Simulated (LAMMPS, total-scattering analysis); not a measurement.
# Cu10Zr90: neutron weights and totals by hand

A simulated model of Cu10Zr90 at 300 K, zero pressure, from classical molecular dynamics (LAMMPS) with the Finnis-Sinclair Cu-Zr potential (Mendelev, file CuZr_mm.eam.fs of the LAMMPS distribution). The average runs over 8.0 ps of 600 atoms. It is rigid on the time of the run, a glass quenched from the melt; how it was made: 600 atoms placed at random at 6.17 g/cm^3, melted at 2870 K for 8 ps, cooled at 100 K/ps. Atom fractions Cu 0.1000, Zr 0.9000; masses Cu 63.546, Zr 91.224 u; density 6.5332 g/cm³; coherent lengths Cu 7.718, Zr 7.16 fm. Faber–Ziman partials at a few Q:

| Q (Å⁻¹) | S Zr–Zr | S Cu–Zr | S Cu–Cu |
| --- | --- | --- | --- |
| 2.50 | 3.757 | 2.681 | 0.411 |
| 4.50 | 1.540 | 1.238 | 1.212 |
| 4.70 | 1.324 | 1.492 | 1.340 |

The pair function g(CuZr), r in Å, every 0.06 Å up to its first minimum: 2.43 0.02, 2.49 0.17, 2.55 0.61, 2.61 1.40, 2.67 2.77, 2.73 4.07, 2.79 4.90, 2.85 4.61, 2.91 4.33, 2.97 3.46, 3.03 2.90, 3.09 2.01, 3.15 1.58, 3.21 0.98, 3.27 0.72, 3.33 0.52, 3.39 0.43, 3.45 0.43, 3.51 0.33, 3.57 0.26, 3.63 0.30.

**Tasks.** (a) The number density. (b) The neutron weights. (c) The neutron S(Q) at the listed Q. (d) The Bhatia–Thornton terms S_NN and S_CC there. (e) The number of Zr around Cu.

(a) The mean mass is 0.1000×63.546 + 0.9000×91.224 = 88.456 u, so ρ₀ = 6.5332/(88.456 × 1.66054) = 0.04448 Å⁻³.

(b) ⟨b⟩ = 0.1000×7.718 + 0.9000×7.16 = 7.216 fm. The weight of a pair is ci cj bi bj (2 − δij)/⟨b⟩²: Zr–Zr 0.798, Cu–Zr 0.191, Cu–Cu 0.011; they sum to 1.000.

(c) S = 1 + Σ w (Sij − 1). At 2.50 Å⁻¹: 1 + 2.199 + 0.321 − 0.007 = 3.513; Zr–Zr pushes up most. At 4.50 Å⁻¹: 1 + 0.431 + 0.045 + 0.002 = 1.478; Zr–Zr pushes up most. At 4.70 Å⁻¹: 1 + 0.258 + 0.094 + 0.004 = 1.356; Zr–Zr pushes up most.

(d) S_NN = c₁²S₁₁ + c₂²S₂₂ + 2c₁c₂S₁₂ and S_CC = c₁c₂[1 + c₁c₂(S₁₁ + S₂₂ − 2S₁₂)], with 1 = Cu: 2.50 Å⁻¹: S_NN = 3.53, S_CC/(c₁c₂) = 0.89; 4.50 Å⁻¹: S_NN = 1.48, S_CC/(c₁c₂) = 1.02; 4.70 Å⁻¹: S_NN = 1.35, S_CC/(c₁c₂) = 0.97. A random mixture has S_CC/(c₁c₂) = 1; a value well above it means concentration waves of period 2π/Q: alternation near the main peak or below it, clustering toward Q = 0.

(e) n = 4πρ₀ c(Zr) Σ r² g Δr. The sum Σ r² g over the listed points is 313.8 Å², so n = 4π × 0.04448 × 0.9000 × 313.8 × 0.06 = 9.47; counting pairs in the frames up to 3.66 Å gives 9.49; the coarse grid accounts for the difference. By balance, each Zr has n c(Cu)/c(Zr) = 1.05 Cu.
